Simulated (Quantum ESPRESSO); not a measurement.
**BaAl9Fe2: which magnetic order is lowest**

A self-consistent run ends on one state, which hangs on the start. Several orders of BaAl9Fe2 are started in Quantum ESPRESSO and their energies compared.

Calculated with Quantum ESPRESSO 7.5; LDA; plane waves with GBRV 1.5 LDA potentials, no spin-orbit coupling.

## Step 1: The starting structure

It takes space group P6/mmm (No. 191, hexagonal). The conventional cell has a = 7.941 Å, b = 7.941 Å, c = 3.950 Å, α = 90.00°, β = 90.00°, γ = 120.00°. Nearest to Ba lie 18 Al at 3.59 to 3.97 Å and 2 Ba at 3.95 Å. Al has 2 Fe at 2.29 Å and 14 Al at 2.83 to 3.97 Å and 2 Ba at 3.97 Å nearest. Nearest to Al lie 2 Fe at 2.53 Å and 8 Al at 2.74 to 3.00 Å and 2 Ba at 3.59 Å. Fe has 9 Al at 2.29 to 2.53 Å nearest. Farther neighbours are not listed.

The cell comes from Materials Project 2023-11-01, a database of computed structures, and need not be the stable phase.

## Step 2: Start 1: ferro ++

The signs are those of the starting moments on the seeded atoms, the atoms that are given a moment.

Contents of pw.in:

```
&CONTROL
  calculation = 'scf'
  prefix = 'pwscf'
  outdir = './tmp'
  pseudo_dir = './pseudo'
  disk_io = 'nowf'
/
&SYSTEM
  ibrav = 0
  celldm(1) = 8
  nat = 12
  ntyp = 3
  ecutwfc = 40
  ecutrho = 280
  nbnd = 51
  occupations = 'smearing'
  smearing = 'fd'
  degauss = 0.00734986
  nspin = 2
  starting_magnetization(1) = 0
  starting_magnetization(2) = 0
  starting_magnetization(3) = 0.175
/
&ELECTRONS
  conv_thr = 2.4d-08
  electron_maxstep = 150
  mixing_beta = 0.3
/
ATOMIC_SPECIES
Ba    137.3270 ba_lda_v1.uspp.F.UPF
Al     26.9815 al_lda_v1.uspp.F.UPF
Fe     55.8450 fe_lda_v1.5.uspp.F.UPF
CELL_PARAMETERS alat
   1.8758507129986    0.0000000000000    0.0000000000000
  -0.9379253564993    1.6245343711666    0.0000000000000
   0.0000000000000    0.0000000000000    0.9331674008738
ATOMIC_POSITIONS crystal
Ba      0.0000000000    0.0000000000    0.0000000000
Al      0.5000000000    0.0000000000    0.0000000000
Al      0.5000000000    0.5000000000    0.0000000000
Al      0.0000000000    0.5000000000    0.0000000000
Al      0.2183452700    0.4366905400    0.5000000000
Al      0.7816547300    0.2183452700    0.5000000000
Al      0.4366905400    0.2183452700    0.5000000000
Al      0.5633094600    0.7816547300    0.5000000000
Al      0.2183452700    0.7816547300    0.5000000000
Al      0.7816547300    0.5633094600    0.5000000000
Fe      0.6666666700    0.3333333300    0.0000000000
Fe      0.3333333300    0.6666666700    0.0000000000
K_POINTS automatic
6 6 6 0 0 0
```

Started as:

```sh
$ OMP_NUM_THREADS=1 mpirun -n 4 pw.x -nk 4 -in pw.in > pw.out
```

The log of the run:

```text
Program PWSCF v.7.5 starts

     Message from routine setup:
     using ibrav=0 with symmetry is DISCOURAGED, use correct ibrav instead

     K-points division:     npool     =       4
     Subspace diagonalization in iterative solution of the eigenvalue problem:

     G-vector sticks info
     --------------------
     sticks:   dense  smooth     PW     G-vecs:    dense   smooth      PW
     Sum        4339    2491    733               115173    49777    7829

     Using Slab Decomposition

     bravais-lattice index     =            0
     lattice parameter (alat)  =       8.0000  a.u.
     unit-cell volume          =    1455.9843 (a.u.)^3
     number of atoms/cell      =           12
     number of atomic types    =            3
     number of electrons       =        69.00
     number of Kohn-Sham states=           51
     kinetic-energy cutoff     =      40.0000  Ry
     charge density cutoff     =     280.0000  Ry
     scf convergence threshold =      2.4E-08
     mixing beta               =       0.3000
     number of iterations used =            8  plain     mixing
     Exchange-correlation=  SLA  PZ   NOGX NOGC
                           (   1   1   0   0   0   0   0)

     celldm(1)=   8.000000  celldm(2)=   0.000000  celldm(3)=   0.000000
     celldm(4)=   0.000000  celldm(5)=   0.000000  celldm(6)=   0.000000

     crystal axes: (cart. coord. in units of alat)
               a(1) = (   1.875851   0.000000   0.000000 )
               a(2) = (  -0.937925   1.624534   0.000000 )
               a(3) = (   0.000000   0.000000   0.933167 )

     reciprocal axes: (cart. coord. in units 2 pi/alat)
               b(1) = (  0.533091  0.307780 -0.000000 )
               b(2) = (  0.000000  0.615561  0.000000 )
               b(3) = (  0.000000 -0.000000  1.071619 )

     PseudoPot. # 1 for Ba read from file:
     ba_lda_v1.uspp.F.UPF
     Pseudo is Ultrasoft + core correction, Zval = 10.0
     Generated by new atomic code, or converted to UPF format
     Using radial grid of  907 points,  7 beta functions with:
                l(1) =   0
                l(2) =   0
                l(3) =   1
                l(4) =   1
                l(5) =   2
                l(6) =   2
                l(7) =   3
     Q(r) pseudized with  6 coefficients,  rinner =    1.700   1.700   1.700
                                                       1.700   1.700   1.700
                                                       1.700

     PseudoPot. # 2 for Al read from file:
     al_lda_v1.uspp.F.UPF
     Pseudo is Ultrasoft + core correction, Zval =  3.0
     Generated by new atomic code, or converted to UPF format
     Using radial grid of  893 points,  3 beta functions with:
                l(1) =   0
                l(2) =   1
                l(3) =   2
     Q(r) pseudized with  8 coefficients,  rinner =    0.900   0.900   0.900
                                                       0.900   0.900

     PseudoPot. # 3 for Fe read from file:
     fe_lda_v1.5.uspp.F.UPF
     Pseudo is Ultrasoft + core correction, Zval = 16.0
     Generated by new atomic code, or converted to UPF format
     Using radial grid of  861 points,  6 beta functions with:
                l(1) =   0
                l(2) =   0
                l(3) =   1
                l(4) =   1
                l(5) =   2
                l(6) =   2
     Q(r) pseudized with  8 coefficients,  rinner =    1.000   1.000   1.000
                                                       1.000   1.000

     atomic species   valence    mass     pseudopotential
     Ba               10.00   137.32700     Ba( 1.00)
     Al                3.00    26.98150     Al( 1.00)
     Fe               16.00    55.84500     Fe( 1.00)

     Starting magnetic structure
     atomic species   magnetization
     Ba              0.000
     Al              0.000
     Fe              0.175

     24 Sym. Ops., with inversion, found

   Cartesian axes

     site n.     atom                  positions (alat units)
         1        Ba     tau(   1) = (   0.0000000   0.0000000   0.0000000  )
         2        Al     tau(   2) = (   0.9379254   0.0000000   0.0000000  )
         3        Al     tau(   3) = (   0.4689627   0.8122672   0.0000000  )
         4        Al     tau(   4) = (  -0.4689627   0.8122672   0.0000000  )
         5        Al     tau(   5) = (   0.0000000   0.7094188   0.4665837  )
         6        Al     tau(   6) = (   1.2614760   0.3547094   0.4665837  )
         7        Al     tau(   7) = (   0.6143747   0.3547094   0.4665837  )
         8        Al     tau(   8) = (   0.3235507   1.2698250   0.4665837  )
         9        Al     tau(   9) = (  -0.3235507   1.2698250   0.4665837  )
        10        Al     tau(  10) = (   0.9379254   0.9151156   0.4665837  )
        11        Fe     tau(  11) = (   0.9379254   0.5415115   0.0000000  )
        12        Fe     tau(  12) = (  -0.0000000   1.0830229   0.0000000  )

     number of k points=    28  Fermi-Dirac smearing, width (Ry)=  0.0073
                       cart. coord. in units 2pi/alat
        k(    1) = (   0.0000000   0.0000000   0.0000000), wk =   0.0046296
        k(    2) = (   0.0000000   0.0000000   0.1786032), wk =   0.0092593
        k(    3) = (   0.0000000   0.0000000   0.3572064), wk =   0.0092593
        k(    4) = (   0.0000000   0.0000000  -0.5358095), wk =   0.0046296
        k(    5) = (   0.0000000   0.1025935   0.0000000), wk =   0.0277778
        [... 23 further k-points ...]

     Dense  grid:   115173 G-vectors     FFT dimensions: (  80,  80,  40)

     Smooth grid:    49777 G-vectors     FFT dimensions: (  64,  64,  32)

     Check: negative core charge=   -0.000008
     Generating pointlists ...
     new r_m :   0.3503 (alat units)  2.8020 (a.u.) for type    1
     new r_m :   0.2234 (alat units)  1.7870 (a.u.) for type    2
     new r_m :   0.2234 (alat units)  1.7870 (a.u.) for type    3

     Initial potential from superposition of free atoms

     starting charge      66.9675, renormalised to      69.0000

     negative rho (up, down):  5.042E-02 5.042E-02
     Starting wfcs are   75 randomized atomic wfcs

     Self-consistent Calculation

     iteration #  1     ecut=    40.00 Ry     beta= 0.30
     Davidson diagonalization with overlap
     ethr =  1.00E-02,  avg # of iterations =  3.6

     negative rho (up, down):  4.841E-02 4.840E-02

     total energy              =    -628.34773735 Ry
     estimated scf accuracy    <       8.17132798 Ry

     total magnetization       =     0.79 Bohr mag/cell
     absolute magnetization    =     1.66 Bohr mag/cell

     iteration #  2     ecut=    40.00 Ry     beta= 0.30
     Davidson diagonalization with overlap
     ethr =  1.00E-02,  avg # of iterations =  2.9

     negative rho (up, down):  4.715E-02 4.707E-02

     total energy              =    -627.59007890 Ry
     estimated scf accuracy    <      50.62165272 Ry

     total magnetization       =     0.77 Bohr mag/cell
     absolute magnetization    =     1.01 Bohr mag/cell

     iteration #  3     ecut=    40.00 Ry     beta= 0.30
     Davidson diagonalization with overlap
     ethr =  1.00E-02,  avg # of iterations =  3.7

     negative rho (up, down):  4.487E-02 4.487E-02

     total energy              =    -630.89044178 Ry
     estimated scf accuracy    <       0.52940575 Ry

     total magnetization       =     1.28 Bohr mag/cell
     absolute magnetization    =     2.34 Bohr mag/cell

     [... further iterations left out ...]

     iteration # 14     ecut=    40.00 Ry     beta= 0.30
     Davidson diagonalization with overlap
     ethr =  1.70E-08,  avg # of iterations =  2.2

     negative rho (up, down):  4.443E-02 4.443E-02

     total energy              =    -631.09170386 Ry
     estimated scf accuracy    <       0.00000759 Ry

     total magnetization       =     0.02 Bohr mag/cell
     absolute magnetization    =     0.03 Bohr mag/cell

     iteration # 15     ecut=    40.00 Ry     beta= 0.30
     Davidson diagonalization with overlap
     ethr =  1.10E-08,  avg # of iterations =  2.7

     negative rho (up, down):  4.443E-02 4.443E-02

     total energy              =    -631.09171014 Ry
     estimated scf accuracy    <       0.00000034 Ry

     total magnetization       =    -0.00 Bohr mag/cell
     absolute magnetization    =     0.01 Bohr mag/cell

     iteration # 16     ecut=    40.00 Ry     beta= 0.30
     Davidson diagonalization with overlap
     ethr =  4.94E-10,  avg # of iterations =  3.6

     negative rho (up, down):  4.443E-02 4.443E-02

     total energy              =    -631.09171073 Ry
     estimated scf accuracy    <       0.00000007 Ry

     total magnetization       =     0.00 Bohr mag/cell
     absolute magnetization    =     0.01 Bohr mag/cell

     iteration # 17     ecut=    40.00 Ry     beta= 0.30
     Davidson diagonalization with overlap
     ethr =  1.06E-10,  avg # of iterations =  4.0

     negative rho (up, down):  4.443E-02 4.443E-02

     Magnetic moment per site  (integrated on atomic sphere of radius R)
     atom   1 (R=0.350)  charge=  8.1872  magn=  0.0000
     atom   2 (R=0.223)  charge=  0.9330  magn=  0.0000
     atom   3 (R=0.223)  charge=  0.9330  magn=  0.0000
     atom   4 (R=0.223)  charge=  0.9330  magn=  0.0000
     atom   5 (R=0.223)  charge=  0.8696  magn=  0.0000
     atom   6 (R=0.223)  charge=  0.8696  magn=  0.0000
     atom   7 (R=0.223)  charge=  0.8696  magn=  0.0000
     atom   8 (R=0.223)  charge=  0.8696  magn=  0.0000
     atom   9 (R=0.223)  charge=  0.8696  magn=  0.0000
     atom  10 (R=0.223)  charge=  0.8696  magn=  0.0000
     atom  11 (R=0.223)  charge= 14.2220  magn= -0.0005
     atom  12 (R=0.223)  charge= 14.2220  magn= -0.0005

     End of self-consistent calculation

     [... lines left out ...]
     the Fermi energy is     8.3949 ev

!    total energy              =    -631.09171103 Ry
     estimated scf accuracy    <       0.00000002 Ry
     smearing contrib. (-TS)   =      -0.01686144 Ry
     internal energy E=F+TS    =    -631.07484959 Ry

     The total energy is F=E-TS. E is the sum of the following terms:
     one-electron contribution =    -494.23404655 Ry
     hartree contribution      =     273.63427376 Ry
     xc contribution           =    -123.70062565 Ry
     ewald contribution        =    -286.77445115 Ry

     total magnetization       =    -0.00 Bohr mag/cell
     absolute magnetization    =     0.00 Bohr mag/cell

     convergence has been achieved in  17 iterations

=------------------------------------------------------------------------------=
   JOB DONE.
=------------------------------------------------------------------------------=
```

It took 2.1 min on 4 MPI ranks of Arm Neoverse V2, shared host; peak memory 1.5 GiB; 8.6 min of CPU time.

Spin moment in the atom's sphere by atom:

```
atom  spin moment in the atom's sphere (μB)
 Ba1                                 0.0000
 Al2                                 0.0000
 Al3                                 0.0000
 Al4                                 0.0000
 Al5                                 0.0000
 Al6                                 0.0000
 Al7                                 0.0000
 Al8                                 0.0000
 Al9                                 0.0000
Al10                                 0.0000
Fe11                                -0.0005
Fe12                                -0.0005
```

Read from the output:

```
smearing term TS       : 0.2294 eV
magnetization          : 0 μB
absolute magnetization : 0 μB
final state            : non-magnetic
```

Valence density in the ab plane at fractional z = 0.000, with atoms of Ba and Al and Fe within 0.2 Å of it. It is the smooth field of the valence electrons, not physical close to the nuclei.

Ten steps, logarithmic in the rise over the least value, from '0' (-1 e/Å³) to '9' (21 e/Å³), each cell a mean:
```
4544444444444444444553
5544444444444444444555
4444444444444444444455
4444444444444444444444
4444444455444444444444
4444445786444444444444
4444458997444444444444
4444469985444444444444
4444468864444444444444
4444455544444444444444
5444444444454444444444
4444444444444444444444
4444444444444457654444
4444444444444689854444
4444444444445899744444
4444444444445898544444
4444444444445665444444
4444444444444444444444
4444444444444444444444
5554444444444444444444
4554444444444444444455
0454444444454444444454
```
Columns run along a (7.9 Å), rows up along b (7.9 Å). Atoms in or near the plane, at fractional coordinates: Ba at (0.00, 0.00), Al at (0.50, 0.00), Al at (0.50, 0.50), Al at (0.00, 0.50), Fe at (0.67, 0.33), Fe at (0.33, 0.67).

(Continued in part 2 of 2.)

[Logs and program files are shortened in this print: banners, set-up blocks, solver, clock and traceback lines can be left out without a mark of their own.]

[Logs are printed without paths, hosts, clocks, repeated set-up lines and the standing remarks that a program may print on its own settings, such as how far it seeks lower states.]

[Hosts, paths, dates, database ids (printed as entryN), source tags and the programs' standing remarks are cut or masked in the printed files.]

[Where a cell is said to come from a database of computed structures, the database is the Materials Project.]
